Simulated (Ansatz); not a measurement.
# AlFe: optical spectrum from first principles

Aim: the dielectric function of AlFe, and the optical constants that follow from it.

Program: Ansatz 0.2.0. Level of theory: DFT, PBE, plane-wave PAW, default files, scalar-relativistic, independent-particle optical response without local fields. Results are calculated unless marked as measured.

## (1) Starting point

It takes space group Pm-3m (No. 221, cubic). The conventional cell has a = 2.910 Å, b = 2.910 Å, c = 2.910 Å, α = 90.00°, β = 90.00°, γ = 90.00°. Nearest to Fe lie 8 Al at 2.52 Å. Al has 8 Fe at 2.52 Å nearest. Farther neighbours are not listed.

## (2) Ground state and bands

First the ground state: is it a metal or has it a gap?

This step: DFT, PBE, plane-wave PAW, default files, scalar-relativistic, ground state (Ansatz 0.2.0).

Input file input.yaml:

```yaml
crystal:
  lattice:
    - [2.91, 0.0, 0.0]
    - [0.0, 2.91, 0.0]
    - [0.0, 0.0, 2.91]
  atoms:
    - { symbol: Fe, position: [0.5, 0.5, 0.5], spin: 3.0 }
    - { symbol: Al, position: [0.0, 0.0, 0.0] }
magnetization:
  spin_polarized: true
kpoints:
  mp_grid: { grid: [8, 8, 8] }
  band_path:
    path:
      - [[0.0, 0.0, 0.0], [0.0, 0.5, 0.0], [0.5, 0.5, 0.0], [0.0, 0.0, 0.0], [0.5, 0.5, 0.5], [0.0, 0.5, 0.0]]
      - [[0.5, 0.5, 0.0], [0.5, 0.5, 0.5]]
    npoints: 10
scf:
  occupations: { method: fermi_dirac, width: 0.05 }
  n_extra_bands: 8
hamiltonian:
  xc: pbe
  pseudopotentials: { kind: paw }
output:
  forces: true
  stress: true
  populations: true
  write_bands: true
  write_density: true
  write_potential: true
  elf: true
  volumetric_format: npy
```

The run is started by

```sh
$ ansatz run input.yaml --threads 4 --pin off --max-ram 8192MiB --backend cpu --events-out ev --progress --plain --runs-dir out
```

Numbers of over 12 decimals in the logs are rounded to 6 here.

Log:

```text
scf.n_extra_bands = 8 over 10 filled bands (N_el = 19.0): the run solves 18 bands
Engine: ansatz 0.2.0, x86_64-unknown-linux-gnu
Pseudopotentials: kind: paw
Pseudopotential: Fe, paw, valence charge 16, recommended cutoff 420 eV (normal), Fe.paw.azcp
Pseudopotential: Al, paw, valence charge 3, recommended cutoff 420 eV (normal), Al.paw.azcp
Functional definition: PBE
  parameter kappa = 0.804
  parameter beta = 0.066725
  exchange = pbe_x(kappa = kappa, mu = beta*pi^2/3)
  correlation = pbe_c(beta = beta)
Crystal: 2 atoms, lattice volume = 24.642 Å³
Basis set: ecut = 420 eV, 461 PW (Γ), exchange–correlation on 40×40×40 points (8 copies of the dense FFT grid, shifted against one another)
Bands: 18, of which v1, the nominal top of the filled ones, is band 10 counted from 1 (9 counted from 0)
Symmetry: 48 space group operations
Space group: Pm-3m (ITA 221), of the structure as read, at distance tolerance 2.9e-5 Å
Magnetic group: BNS 221.92 (UNI 1594), of the structure as read, at distance tolerance 2.9e-5 Å
k-points: 35 of 512
Non-local potential: Fe, projectors of the file, l = 0: 3, l = 1: 2, l = 2: 3, l = 3: 1
Non-local potential: Al, projectors of the file, l = 0: 2, l = 1: 2, l = 2: 1
PAW form: soft (Blöchl's): semilocal exchange-correlation on the pseudo side does not see the compensation charge
PAW one-centre angular grid: Fe, 590 points (default); XC on 64 Gauss nodes
PAW one-centre angular grid: Al, 110 points (default); XC on 64 Gauss nodes
Initial density: superposition of atomic densities (chi_scale 0.1, normalization cell)
Starting moments: Σ|m| = 3 μB on 1 of 2 sites
Initial wavefunctions: pseudopotential atomic-orbital guess
Functional: x = pbe(κ = 0.804, μ = 0.219515), c = pbe(β = 0.066725)
SCF iter   1: F=—  HF=-5018.911220 eV  |F-HF|=—  |Δ(HF+E_count)|=         —  Δρ=1.97e-1 (↑1.97e-1 ↓1.04e-1)  dr2=1.78e0  dr2_m=4.93e0  M=0.902 μB ∫|m|=1.064 μB  β_m=0.30  ethr=3.10e-3  ⟨swp⟩=4.4  Hψ=5513  notcnv=0  defer=7
Mixer restart at iter 1: flushing history
preconditioner: auto → none  [metal: Δε(μ)=0.028 eV  Ē_g=11.927 eV  σ=0.050 eV  W_gap=0.14  n_scr=6 (ndim 8)  ℏωp=24.8 eV  f_vac=0.000  D(μ)=3.20/eV (n_scr^D=56)  sad-step TF]
SCF iter   2: F=—  HF=-5017.916114 eV  |F-HF|=—  |Δ(HF+E_count)|=   9.95e-1  Δρ=1.02e-1 (↑1.02e-1 ↓9.77e-2)  dr2=1.67e-1  dr2_m=2.20e0  M=0.937 μB ∫|m|=1.107 μB  β_m=0.51  ethr=3.10e-3  ⟨swp⟩=2.9  Hψ=2682  notcnv=0  defer=152
SCF iter   3: F=—  HF=-5019.234197 eV  |F-HF|=—  |Δ(HF+E_count)|=    1.32e0  Δρ=1.04e-1 (↑1.04e-1 ↓2.05e-2)  dr2=2.57e0  dr2_m=4.63e-1  M=0.788 μB ∫|m|=0.931 μB  β_m=0.42  ethr=8.81e-4  ⟨swp⟩=3.3  Hψ=2893  notcnv=0  defer=155
SCF iter   4: F=—  HF=-5018.558112 eV  |F-HF|=—  |Δ(HF+E_count)|=   6.76e-1  Δρ=1.41e-2 (↑3.47e-3 ↓1.41e-2)  dr2=2.50e-2  dr2_m=1.66e-2  M=0.754 μB ∫|m|=0.899 μB  β_m=0.71  ethr=8.81e-4  ⟨swp⟩=2.9  Hψ=3145  notcnv=0  defer=156
SCF iter   5: F=—  HF=-5018.610127 eV  |F-HF|=—  |Δ(HF+E_count)|=   5.20e-2  Δρ=7.72e-3 (↑7.72e-3 ↓5.48e-3)  dr2=3.29e-2  dr2_m=6.19e-4  M=0.753 μB ∫|m|=0.881 μB  β_m=0.86  ethr=1.32e-4  ⟨swp⟩=2.4  Hψ=2306  notcnv=0  defer=156
SCF iter   6: F=—  HF=-5018.610770 eV  |F-HF|=—  |Δ(HF+E_count)|=   6.43e-4  Δρ=9.65e-4 (↑9.03e-4 ↓9.65e-4)  dr2=8.95e-6  dr2_m=1.94e-4  M=0.753 μB ∫|m|=0.873 μB  β_m=0.80  ethr=1.32e-4  ⟨swp⟩=2.2  Hψ=1918  notcnv=0  defer=156
SCF iter   7: F=—  HF=-5018.610764 eV  |F-HF|=—  |Δ(HF+E_count)|=   6.17e-6  Δρ=3.17e-4 (↑3.17e-4 ↓2.28e-4)  dr2=4.96e-5  dr2_m=8.64e-7  M=0.753 μB ∫|m|=0.873 μB  β_m=0.86  ethr=4.71e-8  ⟨swp⟩=2.1  Hψ=2106  notcnv=0  defer=156
SCF iter   8: F=—  HF=-5018.610778 eV  |F-HF|=—  |Δ(HF+E_count)|=   1.40e-5  Δρ=4.01e-5 (↑2.53e-5 ↓4.01e-5)  dr2=3.09e-8  dr2_m=2.38e-7  M=0.753 μB ∫|m|=0.873 μB  β_m=0.93  ethr=4.71e-8  ⟨swp⟩=2.0  Hψ=1855  notcnv=0  defer=156
SCF iter   9: F=—  HF=-5018.610778 eV  |F-HF|=—  |Δ(HF+E_count)|=   7.29e-8  Δρ=7.78e-6 (↑7.78e-6 ↓6.49e-6)  dr2=5.11e-8  dr2_m=1.43e-10  M=0.753 μB ∫|m|=0.872 μB  β_m=0.96  ethr=1.63e-10  ⟨swp⟩=2.0  Hψ=1940  notcnv=0  defer=156
SCF iter  10: F=-5018.610778 eV  HF=-5018.610778 eV  |F-HF|=2.36e-9  |Δ(HF+E_count)|=   3.63e-9  Δρ=3.15e-6 (↑6.68e-7 ↓3.15e-6)  dr2=2.63e-9  dr2_m=5.97e-10  M=0.753 μB ∫|m|=0.873 μB  ethr=1.63e-10  ⟨swp⟩=9.3  Hψ=6700  notcnv=0
SCF 1 converged in 10 iterations: F = -5018.610778 eV  dr2 = 2.63e-9
  greatest PAW one-centre occupation: 1.001 electrons in one spin orbital (limit 2), on the Fe atom at site 0 (counted from 0), in its partial waves of l = 1
NSCF: frozen V_eff on 62 k-points
SCF converged after 10 iterations
Magnetization: 0.7527 μB (9.8763 up, 9.1237 down)
Absolute magnetization: 0.8725 μB (∫|ρ↑−ρ↓|, with the PAW one-centre terms)
Spin contamination: 0.0098 ħ² per cell (⟨S²⟩ above its minimum at these occupations)
Per-site moments (μB) at R_I (Å): [(0.793153, 1.039555), (-0.032948, 1.039555)]
Free energy (F): -5018.610778 eV
Harris-Foulkes:  -5018.610778 eV  (|F-HF|=2.36e-9)
Internal energy: -5018.591065 eV  (E = F + TS)
E sigma→0 (E₀):  -5018.600921 eV
Entropy (-TS):   -0.019713 eV (-9.857 meV/atom)
Fermi energy:    13.522611 eV
--- Per-component energies (eV) ---
  E_band       = -258.001585
  E_kinetic    = 380.006939
  E_local      = -2784.404782  (includes V_loc(G=0)·N_el)
  E_nonlocal   = 226.782092
  E_hartree    = 1202.660356
  E_xc         = -159.276433
  E_vxc        = -182.948214  (∫ρ·V_xc dr)
  E_paw        = -1833.598918  (= ΣΔE_a)
  E_vpaw       = -302.755569  (= ΣTr[D̂ρ^β])
  E_aug_tail   = 0.000783  (compensation charges beyond the density's cutoff)
  E_ewald      = -2050.761102
  E_smearing   = -0.019713  (= −TS)
  E_closure    = -0.000000  (closes the sum)
  Σ components = -5018.610778   (vs F -5018.610778, Δ=0.00e0)
--- Forces (eV/Å), atoms counted from 1 ---
  atom   1  Fe     0.00000000     0.00000000     0.00000000
  atom   2  Al    -0.00000000    -0.00000000    -0.00000000
  max |Σ_I F_I| component: 9.18e-29 eV/Å
--- Stress (GPa, compression-positive) ---
       -5.804425       0.000000       0.000000
        0.000000      -5.804425       0.000000
        0.000000       0.000000      -5.804425
  P = ⅓ Tr σ = -5.8044 GPa (-58.044 kbar)
--- Band table (eV; the first three rows and the last of 70) ---
  k-point 0 ↑: bands = [... 6 lower, 11.0418, 13.0707, 13.0707, 13.0707, 19.5826, 19.5826, 19.5826, 22.5638, ... 4 higher]
  k-point 1 ↑: bands = [... 6 lower, 11.1213, 12.9138, 12.9138, 13.0873, 17.6988, 19.9850, 19.9850, 22.5016, ... 4 higher]
  k-point 2 ↑: bands = [... 6 lower, 11.3218, 12.5761, 12.5761, 13.1278, 15.4837, 21.0667, 21.0667, 22.3303, ... 4 higher]
  k-point 34 ↓: bands = [... 6 lower, 10.3898, 14.5267, 14.5267, 16.4192, 16.4192, 16.4192, 17.2872, 19.5805, ... 4 higher]
--- Löwdin populations: 2 sites ---
  site symbol       q [e]    m [muB]
     0     Fe     15.6739     0.8288
     1     Al      3.1691    -0.0791
  spilling = 0.008266 (of n_electrons = 19.000000)
```

Wall time 3.8 s (4 threads of Intel Xeon at 2.50GHz (Skylake/Cascade Lake), shared host); peak memory 0.34 GiB; 9.6 s of CPU time.

This step gave:

- free energy: -5018.6108 eV
- Fermi energy: 13.52 eV
- magnetization: 0.7527 μB
- absolute magnetization: 0.8725 μB
- site moments: 0.7932, -0.03295 μB
- electrons: 19
- symmetry operations: 48
- pressure: -5.804 GPa
- volume: 24.64 Å³
- gap on the path: 0 eV

There are states at the Fermi level within the smearing, so the occupations stay smeared and the carriers get a Drude term. The cell is left with a pressure of -5.8 GPa, as it stands unrelaxed at this level.

Both spins together. The electronic bands at the labelled points (eV, zero at the Fermi level; # counts the bands kept):

```csv
point,#8,#9,#10,#11,#12,#13,#14,#15
Γ,-0.45,-0.45,0.42,0.42,0.42,6.06,6.06,6.06
halfway,-0.95,-0.40,-0.15,-0.15,0.48,1.96,2.28,7.54
X,-1.35,-0.60,-0.60,-0.34,0.55,0.74,1.34,8.38
halfway,-1.22,-1.19,-0.76,-0.47,0.08,0.67,1.27,5.69
M,-2.15,-1.13,-1.13,-0.33,-0.33,0.32,0.96,2.98
halfway,-0.91,-0.79,-0.72,-0.11,0.04,2.14,2.46,3.75
Γ,-0.45,-0.45,0.42,0.42,0.42,6.06,6.06,6.06
halfway,-1.14,-1.14,-0.72,-0.48,-0.48,3.40,3.40,3.73
R,0.36,1.00,1.00,2.82,2.82,2.82,2.90,2.90
halfway,-1.14,-0.73,-0.43,-0.23,0.35,0.80,1.40,6.24
X,-1.35,-0.60,-0.60,-0.34,0.55,0.74,1.34,8.38
jump to M,-2.15,-1.13,-1.13,-0.33,-0.33,0.32,0.96,2.98
halfway,-0.96,0.34,0.63,0.63,0.98,1.02,1.02,2.99
R,0.36,1.00,1.00,2.82,2.82,2.82,2.90,2.90
```

Spin density in the ac plane at fractional y = 0.000, with atoms of Al within 0.2 Å of it.

Values in units of 1e-3 e/Å³, 15 rows by 15 columns:
```
-1.9 -1.3 -2.0 -4.6 -7.3 -8.6 -8.3 -7.9 -7.9 -8.3 -8.6 -7.3 -4.6 -2.0 -1.3
-2.0 -2.0 -3.1 -5.0 -7.0 -7.5 -7.2 -6.8 -6.8 -7.2 -7.5 -7.0 -5.0 -3.1 -2.0
-4.1 -4.6 -5.0 -6.0 -6.4 -6.0 -5.1 -4.7 -4.7 -5.1 -6.0 -6.4 -6.0 -5.0 -4.6
-7.4 -7.3 -7.0 -6.4 -5.4 -4.0 -3.2 -2.8 -2.8 -3.2 -4.0 -5.4 -6.4 -7.0 -7.3
-9.0 -8.6 -7.5 -6.0 -4.0 -2.6 -1.5 -0.8 -0.8 -1.5 -2.6 -4.0 -6.0 -7.5 -8.6
-9.0 -8.3 -7.2 -5.1 -3.2 -1.5  0.2  1.3  1.3  0.2 -1.5 -3.2 -5.1 -7.2 -8.3
-8.6 -7.9 -6.8 -4.7 -2.8 -0.8  1.3  2.2  2.2  1.3 -0.8 -2.8 -4.7 -6.8 -7.9
-8.6 -7.9 -6.8 -4.7 -2.8 -0.8  1.3  2.2  2.2  1.3 -0.8 -2.8 -4.7 -6.8 -7.9
-9.0 -8.3 -7.2 -5.1 -3.2 -1.5  0.2  1.3  1.3  0.2 -1.5 -3.2 -5.1 -7.2 -8.3
-9.0 -8.6 -7.5 -6.0 -4.0 -2.6 -1.5 -0.8 -0.8 -1.5 -2.6 -4.0 -6.0 -7.5 -8.6
-7.4 -7.3 -7.0 -6.4 -5.4 -4.0 -3.2 -2.8 -2.8 -3.2 -4.0 -5.4 -6.4 -7.0 -7.3
-4.1 -4.6 -5.0 -6.0 -6.4 -6.0 -5.1 -4.7 -4.7 -5.1 -6.0 -6.4 -6.0 -5.0 -4.6
-2.0 -2.0 -3.1 -5.0 -7.0 -7.5 -7.2 -6.8 -6.8 -7.2 -7.5 -7.0 -5.0 -3.1 -2.0
-1.9 -1.3 -2.0 -4.6 -7.3 -8.6 -8.3 -7.9 -7.9 -8.3 -8.6 -7.3 -4.6 -2.0 -1.3
-0.8 -1.9 -2.0 -4.1 -7.4 -9.0 -9.0 -8.6 -8.6 -9.0 -9.0 -7.4 -4.1 -2.0 -1.9
```
Atoms in or near the plane, at fractional coordinates: Al at (0.00, 0.00).

Electrostatic potential energy in the ac plane at fractional y = 0.000, with atoms of Al within 0.2 Å of it. With pseudopotentials it is smooth inside the atoms' cores, unlike the true potential.

Values in eV, 15 rows by 15 columns:
```
10  8  2 -4 -2  6 12 14 14 12  6 -2 -4  2  8
 4  2 -2 -4  1  8 12 14 14 12  8  1 -4 -2  2
-3 -4 -4 -1  5 11 13 15 15 13 11  5 -1 -4 -4
-3 -2  1  5 10 13 14 15 15 14 13 10  5  1 -2
 5  6  8 11 13 14 15 15 15 15 14 13 11  8  6
11 12 12 13 14 15 15 15 15 15 15 14 13 12 12
14 14 14 15 15 15 15 15 15 15 15 15 15 14 14
14 14 14 15 15 15 15 15 15 15 15 15 15 14 14
11 12 12 13 14 15 15 15 15 15 15 14 13 12 12
 5  6  8 11 13 14 15 15 15 15 14 13 11  8  6
-3 -2  1  5 10 13 14 15 15 14 13 10  5  1 -2
-3 -4 -4 -1  5 11 13 15 15 13 11  5 -1 -4 -4
 4  2 -2 -4  1  8 12 14 14 12  8  1 -4 -2  2
10  8  2 -4 -2  6 12 14 14 12  6 -2 -4  2  8
11 10  4 -3 -3  5 11 14 14 11  5 -3 -3  4 10
```
Atoms in or near the plane, at fractional coordinates: Al at (0.00, 0.00).

(Part 1 of 2 ends here.)

[Logs are printed without paths, hosts, clocks, repeated set-up lines and the standing remarks that a program may print on its own settings, such as how far it seeks lower states.]

[Hosts, paths, dates, database ids (printed as entryN), source tags and the programs' standing remarks are cut or masked in the printed files.]
